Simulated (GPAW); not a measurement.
# Near-edge structure at the O K edge of TiO2 (Anatase, I4_1/amd), part 2 of 4

How does the O K edge of TiO2 (Anatase, I4_1/amd) move when the bonds are compressed or stretched?

GPAW 26.7.0; X-ray absorption from dipole matrix elements to empty bands, plane-wave PAW revPBE.

So far. Step 2 (Ground state of the crystal): The mesh shows a gap of 2.16 eV, so the hole is first treated in a charged cell, without the excited electron.

## (4) Spectrum with FCH, O atom 3

The holes are 5.4 Å apart. In GPAW the data set carries the hole's charge, so charge=0 means a charged cell and charge=-1 a neutral one. The excited electron is left out and a uniform background balances the charge. After the field has converged, empty bands are computed with the density fixed and the dipole matrix elements are summed.

The absorber has 2 Ti at 1.93 Å and 1 Ti at 1.98 Å (distorted T-shaped, site symmetry 2mm).

File xas.py:

```python
import numpy as np
from ase import Atoms
from ase.parallel import parprint, paropen
from gpaw import GPAW, PW, FermiDirac, Mixer, MixerDif, setup_paths
from gpaw.test import gen
setup_paths.insert(0, '.')
gen('O', name='fch1s', xcname='revPBE', corehole=(1, 0, 1), write_xml=True)
from gpaw.mpi import world
world.barrier()

atoms = Atoms('Ti4O8',
    cell=[[3.7842, -3.7842, 0],
     [3.7842, 3.7842, 0],
     [-1.8921, 1.8921, 4.7573]],
    scaled_positions=[[0, 0.25, 0.5],
     [0.5, 0.75, 0.5],
     [0, 0, 0],
     [0.5, 0.5, 0],
     [0.7919, 0, 0.5838],
     [0.2919, 0.5, 0.5838],
     [0.7919, 0.25, 0.0838],
     [0.2919, 0.75, 0.0838],
     [0.2081, 0.25, 0.9162],
     [0.7081, 0.75, 0.9162],
     [0.2081, 0, 0.4162],
     [0.7081, 0.5, 0.4162]],
    pbc=True)
atoms.calc = calc = GPAW(legacy_gpaw=True, mode=PW(500, force_complex_dtype=True), xc='revPBE', setups={4: 'fch1s'},
    kpts={'size': (4, 3, 4), 'gamma': True}, occupations=FermiDirac(0.02),
    charge=0, mixer=Mixer(0.1, 5, 50), maxiter=150,
    convergence={'density': 0.0001, 'eigenstates': 1e-6}, txt='scf.txt')
energy = atoms.get_potential_energy() + calc.get_reference_energy()
ef = calc.get_fermi_level()
out = dict(energy=energy, fermi=ef, forces=atoms.get_forces().tolist())
parprint(f'all-electron energy {energy:.4f} eV, Fermi level {ef:.4f} eV')
ev = np.array([[calc.get_eigenvalues(k, s) for k in range(len(calc.get_ibz_k_points()))] for s in range(calc.get_number_of_spins())])
out['homo'], out['lumo'], out['counts'] = ev[ev < ef].max(), ev[ev > ef].min(), sorted(set((ev < ef).sum((0, 2)).tolist()))
out['filled'] = (ev[:, 0] < ef).sum(1).tolist()

from ase.units import Ha
from gpaw.xas import dipole_matrix_elements
nb = int(calc.get_number_of_electrons() / 2) + 104
top, nb = nb, nb + 8 + nb // 12
nscf = calc.fixed_density(kpts={'size': (5, 5, 5), 'gamma': True}, nbands=nb,
    convergence={'bands': top, 'eigenstates': 5e-3}, maxiter=60, txt='nscf.txt')
cell = atoms.cell.array
ops = [cell.T @ U.T @ np.linalg.inv(cell.T) for U in nscf.wfs.kd.symmetry.op_scc]
filled = [48]  # bands filled in the ground state, by spin
E = np.arange(-6, 34, 0.1)
fwhm = np.interp(E, [4, 25], [0.9, 3.5])
Y, X, zero, highest = 0, 0, 1e9, 1e9
for spin in range(nscf.get_number_of_spins()):
    wfs = nscf.wfs
    mine = wfs.bd.get_slice()  # this rank's bands
    A = dipole_matrix_elements(wfs.setups[4])
    eps = np.zeros((wfs.kd.nibzkpts, nb))
    d = np.zeros((3, A.shape[1], wfs.kd.nibzkpts, nb), complex)
    for kpt in wfs.kpt_u:
        if kpt.s == spin and 4 in kpt.P_ani:
            eps[kpt.k, mine] = kpt.eps_n * Ha
            d[:, :, kpt.k, mine] = (kpt.weight * wfs.nspins / 2) ** 0.5 * np.inner(A, kpt.P_ani[4])
    world.sum(eps)
    world.sum(d)
    T = np.einsum('amkn,bmkn->abkn', d, d.conj()).real
    T = sum(np.einsum('ai,ijkn,bj->abkn', R, T, R) for R in ops) / len(ops)
    empty = np.ones_like(eps, bool) & (np.arange(nb) >= filled[spin])
    zero, highest = min(zero, eps[empty].min()), min(highest, eps[:, top - 1].min())
    lines = [(eps, T, empty)] if spin == 0 else lines + [(eps, T, empty)]
for eps, T, empty in lines:
    f = np.einsum('aakn->akn', T).reshape(3, -1)
    x = eps.ravel() - zero
    w = np.interp(x, E, fwhm) / 2.35482
    g = np.exp(-0.5 * ((E[:, None] - x) / w) ** 2) / (w * (2 * np.pi) ** 0.5)
    Y = Y + (f * empty.ravel()) @ g.T
    X = X + (f * ~empty.ravel()) @ g.T
out.update(E=E.round(2).tolist(), xas=Y.tolist(), xes=X.tolist(), zero=zero, valid=highest - zero, nk=len(eps), nb=nb)
for i in range(0, len(E), 10):
    parprint(f'{E[i]:7.2f}', *(f'{v:10.3e}' for v in Y[:, i]))
import json
with paropen('out.json', 'w') as f:
    json.dump(out, f)
```

Run with:

```bash
$ OMP_NUM_THREADS=1 mpirun -n 4 gpaw python xas.py
```

Numbers of over 12 decimals in the logs are rounded to 6 here.

Output:

```text
Input parameters:
  convergence: {density: 0.0001,
                eigenstates: 1e-06}
  kpts: {gamma: True,
         size: (4, 3, 4)}
  maxiter: 150
  mixer: {backend: pulay,
          beta: 0.1,
          method: separate,
          nmaxold: 5,
          weight: 50}
  mode: {ecut: 500.0,
         force_complex_dtype: True,
         name: pw}
  occupations: {fixmagmom: False,
                name: fermi-dirac,
                width: 0.02}
  setups: {4: fch1s}
  xc: revPBE

Initialize ...

[... PAW data sets ...]

Reference energy: -108694.399006  # eV

Spin-paired calculation

[... convergence settings ...]
Symmetries present (total): 2
  [... symmetry matrices ...]

48 k-points: 4 x 3 x 4 Monkhorst-Pack grid + [1/8,0.000000,1/8]
17 k-points in the irreducible part of the Brillouin zone
       k-points in crystal coordinates                weights
   0:     0.00000000    0.00000000    0.00000000          1/48
   1:     0.00000000    0.00000000    0.25000000          2/48
   2:     0.00000000    0.00000000    0.50000000          1/48
   3:     0.00000000    0.33333333    0.00000000          2/48
   4:     0.00000000    0.33333333    0.25000000          4/48
   5:     0.00000000    0.33333333    0.50000000          2/48
   6:     0.25000000   -0.33333333    0.00000000          4/48
   7:     0.25000000   -0.33333333    0.50000000          4/48
   8:     0.25000000    0.00000000    0.00000000          4/48
   9:     0.25000000    0.00000000    0.50000000          4/48
          ...
  16:     0.50000000    0.33333333    0.50000000          4/48

Wave functions: Plane wave expansion
  Cutoff energy: 500.000 eV
  Number of coefficients (min, max): 3419, 3480
  Pulay-stress correction: 0.000000 eV/Ang^3 (de/decut=0.000000)
  Using FFTW library
  Wavefunction extrapolation:
    Improved wavefunction reuse through dual PAW basis

Occupation numbers: Fermi-Dirac:
  width: 0.0200  # eV

Eigensolver
   Davidson(niter=2)

Densities:
  Coarse grid: 30*28*30 grid
  Fine grid: 60*56*60 grid
  Total Charge: 1.000000

Density mixing:
  Method: separate
  Backend: pulay
  Linear mixing parameter: 0.1
  old densities: 5
  Width of damping distribution: 1.1
  Damping of long wavelength oscillations: 50

[... Hamiltonian set-up ...]
Number of atoms: 12
Number of atomic orbitals: 84
Number of bands in calculation: 62
Number of valence electrons: 96
Bands to converge: occupied

... initialized

Initializing position-dependent things.

Density initialized from atomic densities
Creating initial wave functions:
  62 bands from LCAO basis set

          O        O

          Ti  O    Ti

        O   O     OO

        Ti        Ti
                O

Atomic positions and initial magnetic moments

Positions:
   0 Ti     0.000000    1.892100    2.378650    ( 0.0000,  0.0000,  0.0000)
   1 Ti     3.784200    1.892100    2.378650    ( 0.0000,  0.0000,  0.0000)
   2 Ti     0.000000    0.000000    0.000000    ( 0.0000,  0.0000,  0.0000)
   3 Ti     3.784200    0.000000    0.000000    ( 0.0000,  0.0000,  0.0000)
   4 O      1.892100   -1.892100    2.777312    ( 0.0000,  0.0000,  0.0000)
   5 O      1.892100    1.892100    2.777312    ( 0.0000,  0.0000,  0.0000)
   6 O      3.784200   -1.892100    0.398662    ( 0.0000,  0.0000,  0.0000)
   7 O      3.784200    1.892100    0.398662    ( 0.0000,  0.0000,  0.0000)
   8 O     -0.000000    1.892100    4.358638    ( 0.0000,  0.0000,  0.0000)
   9 O      3.784200    1.892100    4.358638    ( 0.0000,  0.0000,  0.0000)
  10 O     -0.000000    0.000000    1.979988    ( 0.0000,  0.0000,  0.0000)
  11 O      3.784200    0.000000    1.979988    ( 0.0000,  0.0000,  0.0000)

Unit cell:
           periodic     x           y           z      points  spacing
  1. axis:    yes    3.784200   -3.784200    0.000000    30     0.1555
  2. axis:    yes    3.784200    3.784200    0.000000    28     0.1911
[...]
iter:   8  -120.214430   -1.54  -1.78
iter:   9  -120.210384   -2.95  -2.24
iter:  10  -120.219741c  -2.50  -2.31
iter:  11  -120.210463c  -3.01  -2.55
iter:  12  -120.208803c  -3.72  -2.74
iter:  13  -120.208298c  -3.76  -2.91
iter:  14  -120.208214c  -4.75  -3.06
iter:  15  -120.208352c  -5.13  -3.19
iter:  16  -120.208386c  -5.24  -3.40
iter:  17  -120.208348c  -5.52  -3.69
iter:  18  -120.208342c  -6.00  -3.90
iter:  19  -120.208341c  -5.80  -4.02c
iter:  20  -120.208342c  -6.49c -4.22c

Converged after 20 iterations.

Dipole moment: (0.177762, -0.177762, 0.037946) |e|*Ang

Energy contributions relative to reference atoms: (reference = -108694.399006)

Kinetic:        +91.803472
Potential:     -129.424693
External:        +0.000000
XC:             -83.585731
Entropy (-ST):   +0.000000
Local:           +0.998610
SIC:             +0.000000
--------------------------
Free energy:   -120.208342
Extrapolated:  -120.208342

Showing only first 2 kpts
 Kpt  Band  Eigenvalues  Occupancy
  0    46      4.13045    2.00000
  0    47      4.24625    2.00000
  0    48      6.29195    0.00000
  0    49      7.05039    0.00000

  1    46      4.08679    2.00000
  1    47      4.10563    2.00000
  1    48      6.37943    0.00000
[...]
Fermi level: 5.01369

Gap: 2.036 eV
Transition (v -> c):
  (s=0, k=2, n=47, [0.00, 0.00, 0.50]) -> (s=0, k=0, n=48, [0.00, 0.00, 0.00])
Direct/indirect transitions are different
Direct gap: 2.046 eV
Transition at: (s=0, k=0, n=47, [0.00, 0.00, 0.00])

Forces in eV/Ang:
  0 Ti    3.55563    0.18778   -0.54707
  1 Ti   -3.55563   -0.18778   -0.54707
  2 Ti    0.00000    0.00000    3.24462
  3 Ti    0.00000    0.00000   -0.10192
  4 O     0.00000    0.00000   -0.99352
  5 O     0.00000    0.00000   -0.60777
  6 O    -0.15746   -0.34102   -0.05668
  7 O     0.15746    0.34102   -0.05668
  8 O    -0.90628   -0.02270   -0.45410
  9 O     0.90628    0.02270   -0.45410
 10 O     0.00000    0.00000   -0.01601
 11 O     0.00000    0.00000    0.58955
Scalar-relativistic atomic revPBE calculation for O (Oxygen, Z=8)
Core hole in 1s state (1s occupation: 1.0)
300 radial gridpoints.
|------------------------------------------------|
|------------------------------------------------|
[... the atom generator's iteration count ...]

Energy contributions:
-------------------------
Kinetic:      +54.530280
XC:            -6.272594
Potential:   -102.916977
-------------------------
Total:        -54.659291

state      eigenvalue         ekin         rmax
-----------------------------------------------
1s^1.0 :   -21.906249    31.054629        0.126
2s^2.0 :    -1.610682     4.119458        0.796
2p^4.0 :    -1.060364     3.809184        0.687
-----------------------------------------------
(units: Bohr and Hartree)

Generating PAW setup
Kinetic energy of the core from tauc = 31.080249
Cutoffs:
rc(s)=1.300
rc(p)=1.130
rc(d)=1.170
rc(vbar)=1.300
rc(comp)=1.260
rc(nct)=1.300

Kinetic energy of the core states: 31.054629
Charge: 1.0
Core electrons: 1.0
Valence electrons: 6.0
Pseudo-core charge: 0.000186
Shape function alpha=6.299
Pseudo-electron charge 5.291977
state    eigenvalue         norm
--------------------------------
2s(2) :    -1.610682     1.066260
*s    :    -0.610682
2p(4) :    -1.060364     0.789818
*p    :    -0.060364
*d    :     0.000000
--------------------------------

Diagonalizing with gridspacing h=0.050

state   all-electron     PAW
-------------------------------
2s:      -1.610682    -1.612130
2p:      -1.060364    -1.066633
*d:                   -0.064109
*f:                   -0.013753
-------------------------------
<dir> UserWarning: Initial realspace grid (28,28,30) inconsistent with symmetries.
  warnings.warn(
<dir> UserWarning: Initial realspace grid (28,28,30) inconsistent with symmetries.
  warnings.warn(
<dir> UserWarning: Initial realspace grid (28,28,30) inconsistent with symmetries.
  warnings.warn(
<dir> UserWarning: Initial realspace grid (28,28,30) inconsistent with symmetries.
  warnings.warn(
<dir> UserWarning: Using symmetrized grid: (30,28,30).

  warnings.warn('Using symmetrized grid: ({},{},{}).\n'.format(*N_c))
<dir> UserWarning: Using symmetrized grid: (30,28,30).

  warnings.warn('Using symmetrized grid: ({},{},{}).\n'.format(*N_c))
<dir> UserWarning: Using symmetrized grid: (30,28,30).

  warnings.warn('Using symmetrized grid: ({},{},{}).\n'.format(*N_c))
<dir> UserWarning: Using symmetrized grid: (30,28,30).

  warnings.warn('Using symmetrized grid: ({},{},{}).\n'.format(*N_c))
all-electron energy -108814.6073 eV, Fermi level 5.0137 eV
[...]
31.00  4.166e-05  4.127e-05  5.991e-05
  32.00  4.678e-05  4.539e-05  6.812e-05
  33.00  5.371e-05  5.293e-05  7.356e-05
```

Run time: 2.3 min. Hardware: 4 MPI ranks of Arm Neoverse V1, shared host; peak memory 0.47 GiB; 9.3 min of CPU time.

The O K spectrum, O atom 3, full core hole (charged cell) (energy from the lowest empty level; intensity scaled to a mean of 1 over the first 20 eV; polarised curves are means over the symmetry-equivalent atoms):

| E (eV) | isotropic | ε ⊥ c | ε ∥ c |
| --- | --- | --- | --- |
| -2.0 | 0.00 | 0.00 | 0.00 |
| -1.5 | 0.00 | 0.00 | 0.00 |
| -1.0 | 0.00 | 0.00 | 0.00 |
| -0.5 | 0.00 | 0.01 | 0.00 |
| 0.0 | 0.08 | 0.10 | 0.03 |
| 0.5 | 0.62 | 0.73 | 0.39 |
| 1.0 | 1.77 | 2.03 | 1.23 |
| 1.5 | 1.77 | 2.10 | 1.10 |
| 2.0 | 0.89 | 1.15 | 0.36 |
| 2.5 | 0.55 | 0.64 | 0.37 |
| 3.0 | 1.26 | 1.04 | 1.70 |
| 3.5 | 2.12 | 1.68 | 3.00 |
| 4.0 | 2.07 | 1.63 | 2.94 |
| 4.5 | 1.61 | 1.34 | 2.14 |
| 5.0 | 0.85 | 0.83 | 0.91 |
| 5.5 | 0.25 | 0.26 | 0.22 |
| 6.0 | 0.07 | 0.06 | 0.08 |
| 6.5 | 0.09 | 0.07 | 0.12 |
| 7.0 | 0.16 | 0.15 | 0.20 |
| 7.5 | 0.27 | 0.25 | 0.30 |
| 8.0 | 0.43 | 0.43 | 0.45 |
| 8.5 | 0.65 | 0.64 | 0.65 |
| 9.0 | 0.85 | 0.83 | 0.90 |
| 9.5 | 1.01 | 0.95 | 1.14 |
| 10.0 | 1.07 | 0.97 | 1.26 |
| 10.5 | 1.03 | 0.93 | 1.21 |
| 11.0 | 0.93 | 0.87 | 1.03 |
| 11.5 | 0.83 | 0.84 | 0.82 |
| 12.0 | 0.82 | 0.88 | 0.70 |
| 12.5 | 0.90 | 1.01 | 0.69 |
| 13.0 | 1.06 | 1.23 | 0.74 |
| 13.5 | 1.28 | 1.51 | 0.82 |
| 14.0 | 1.53 | 1.79 | 0.99 |
| 14.5 | 1.75 | 2.00 | 1.26 |
| 15.0 | 1.88 | 2.03 | 1.56 |
| 15.5 | 1.84 | 1.87 | 1.77 |
| 16.0 | 1.64 | 1.56 | 1.79 |
| 16.5 | 1.35 | 1.22 | 1.62 |
| 17.0 | 1.05 | 0.91 | 1.33 |
| 17.5 | 0.81 | 0.69 | 1.04 |
| 18.0 | 0.65 | 0.57 | 0.81 |
| 18.5 | 0.58 | 0.53 | 0.67 |
| 19.0 | 0.58 | 0.55 | 0.63 |
| 19.5 | 0.63 | 0.62 | 0.66 |
| 20.0 | 0.72 | 0.70 | 0.75 |
| 20.5 | 0.81 | 0.79 | 0.85 |
| 21.0 | 0.89 | 0.86 | 0.95 |
| 21.5 | 0.95 | 0.92 | 1.01 |
| 22.0 | 0.97 | 0.94 | 1.02 |
| 22.5 | 0.95 | 0.94 | 0.98 |
| 23.0 | 0.92 | 0.92 | 0.90 |
| 23.5 | 0.87 | 0.89 | 0.82 |
| 24.0 | 0.82 | 0.85 | 0.74 |
| 24.5 | 0.77 | 0.81 | 0.68 |
| 25.0 | 0.72 | 0.75 | 0.65 |
| 25.5 | 0.67 | 0.69 | 0.63 |
| 26.0 | 0.63 | 0.64 | 0.62 |
| 26.5 | 0.60 | 0.59 | 0.62 |
| 27.0 | 0.58 | 0.56 | 0.62 |
| 27.5 | 0.58 | 0.56 | 0.63 |
| 28.0 | 0.60 | 0.57 | 0.66 |
| 28.5 | 0.63 | 0.60 | 0.70 |
| 29.0 | 0.67 | 0.63 | 0.76 |
| 29.5 | 0.72 | 0.66 | 0.83 |
| 30.0 | 0.76 | 0.69 | 0.91 |
| 30.5 | 0.81 | 0.72 | 0.99 |
| 31.0 | 0.86 | 0.75 | 1.08 |
| 31.5 | 0.91 | 0.78 | 1.16 |
| 32.0 | 0.96 | 0.83 | 1.23 |

Main maxima below 24 eV (height): 1.2 eV (1.99), 3.7 eV (2.16), 10.0 eV (1.07), 15.1 eV (1.88) and 22.0 eV (0.97). A K edge sees empty p states; the first features are O p mixed into the empty d states of the Ti neighbours, and the broad ones above probably into the cations' higher empty bands. Ti is d⁰ and octahedral here, so the pair, 2.5 eV apart, is its t₂g and e_g bands.

The hole costs E(hole) − E(ground) = 531.84 eV, and the lowest empty level of the hole cell on the spectrum's mesh lies at 6.29 eV, which puts the zero at 538.13 eV. One term is added: -8.91 eV, since the hole is spin-paired here and a spin-polarised one costs that much less in the free atom (computed apart). The photon energy is then 529.22 eV. The functional and the charged cell's background leave an error of a few eV in such absolute values.

## (5) Supercell without a hole, the energy reference

The cell changes for the next run, so it gets a reference energy of its own.

The cell differs from the one that the last finished run ended in (a 5.352 → 5.242 Å, b 5.352 → 5.242 Å, c 5.458 → 5.347 Å).

File scf.py:

```python
import numpy as np
from ase import Atoms
from ase.parallel import parprint, paropen
from gpaw import GPAW, PW, FermiDirac, Mixer, MixerDif, setup_paths
from gpaw.test import gen
setup_paths.insert(0, '.')
gen('O', name='nch1s', xcname='revPBE', corehole=(1, 0, 0), write_xml=True)
from gpaw.mpi import world
world.barrier()

atoms = Atoms('Ti4O8',
    cell=[[3.70694975, -3.70694975, 0],
     [3.70694975, 3.70694975, 0],
     [-1.85347488, 1.85347488, 4.66018499]],
    scaled_positions=[[0, 0.25, 0.5],
     [0.5, 0.75, 0.5],
     [0, 0, 0],
     [0.5, 0.5, 0],
     [0.7919, 0, 0.5838],
     [0.2919, 0.5, 0.5838],
     [0.7919, 0.25, 0.0838],
     [0.2919, 0.75, 0.0838],
     [0.2081, 0.25, 0.9162],
     [0.7081, 0.75, 0.9162],
     [0.2081, 0, 0.4162],
     [0.7081, 0.5, 0.4162]],
    pbc=True)
atoms.calc = calc = GPAW(legacy_gpaw=True, mode=PW(500, force_complex_dtype=True), xc='revPBE', setups={4: 'nch1s'},
    kpts={'size': (4, 3, 4), 'gamma': True}, occupations=FermiDirac(0.02),
    charge=0, mixer=Mixer(0.1, 5, 50), maxiter=150,
    convergence={'density': 0.0001, 'eigenstates': 1e-6}, txt='scf.txt')
energy = atoms.get_potential_energy() + calc.get_reference_energy()
ef = calc.get_fermi_level()
out = dict(energy=energy, fermi=ef, forces=atoms.get_forces().tolist())
parprint(f'all-electron energy {energy:.4f} eV, Fermi level {ef:.4f} eV')
ev = np.array([[calc.get_eigenvalues(k, s) for k in range(len(calc.get_ibz_k_points()))] for s in range(calc.get_number_of_spins())])
out['homo'], out['lumo'], out['counts'] = ev[ev < ef].max(), ev[ev > ef].min(), sorted(set((ev < ef).sum((0, 2)).tolist()))
out['filled'] = (ev[:, 0] < ef).sum(1).tolist()
import json
with paropen('out.json', 'w') as f:
    json.dump(out, f)
```

Run with:

```bash
$ OMP_NUM_THREADS=1 mpirun -n 4 gpaw python scf.py
```

Output:

```text
Input parameters:
  convergence: {density: 0.0001,
                eigenstates: 1e-06}
  kpts: {gamma: True,
         size: (4, 3, 4)}
  maxiter: 150
  mixer: {backend: pulay,
          beta: 0.1,
          method: separate,
          nmaxold: 5,
          weight: 50}
  mode: {ecut: 500.0,
         force_complex_dtype: True,
         name: pw}
  occupations: {fixmagmom: False,
                name: fermi-dirac,
[...]
2s(2) :    -0.881898     1.082464
*s    :     0.118102
2p(4) :    -0.329595     0.879738
*p    :     0.670405
*d    :     0.000000
--------------------------------

Diagonalizing with gridspacing h=0.050

state   all-electron     PAW
-------------------------------
2s:      -0.881898    -0.883008
2p:      -0.329595    -0.333354
*d:                    0.048653
*f:                    0.076486
-------------------------------
all-electron energy -109345.4989 eV, Fermi level 5.6279 eV
[key lines of the parts left out:]
Converged after 22 iterations.
Dipole moment: (0.000013, 0.000013, -0.000000) |e|*Ang
Free energy:    -95.998017
Fermi level: 5.62789
```

The job ended after 61 s (4 MPI ranks; peak memory 0.29 GiB).

Reference energy: -109345.499 eV with the cores included.

(Continued in part 3 of 4.)

[Banner, clock and machine lines of the logs are left out without a mark of their own.]

[Logs are printed without paths, hosts, clocks, repeated set-up lines and the standing remarks that a program may print on its own settings, such as how far it seeks lower states.]

[Hosts, paths, dates, database ids (printed as entryN), source tags and the programs' standing remarks are cut or masked in the printed files.]

[Lists of maxima count a maximum above −3 eV only where it reaches 4 % of the highest in the window and stands out from its surroundings by 2 % of it (1.5 % where it reaches 55 %); shoulders and weaker maxima are passed over, and of the rest the first, up to two pre-edge ones and the few strongest are named.]
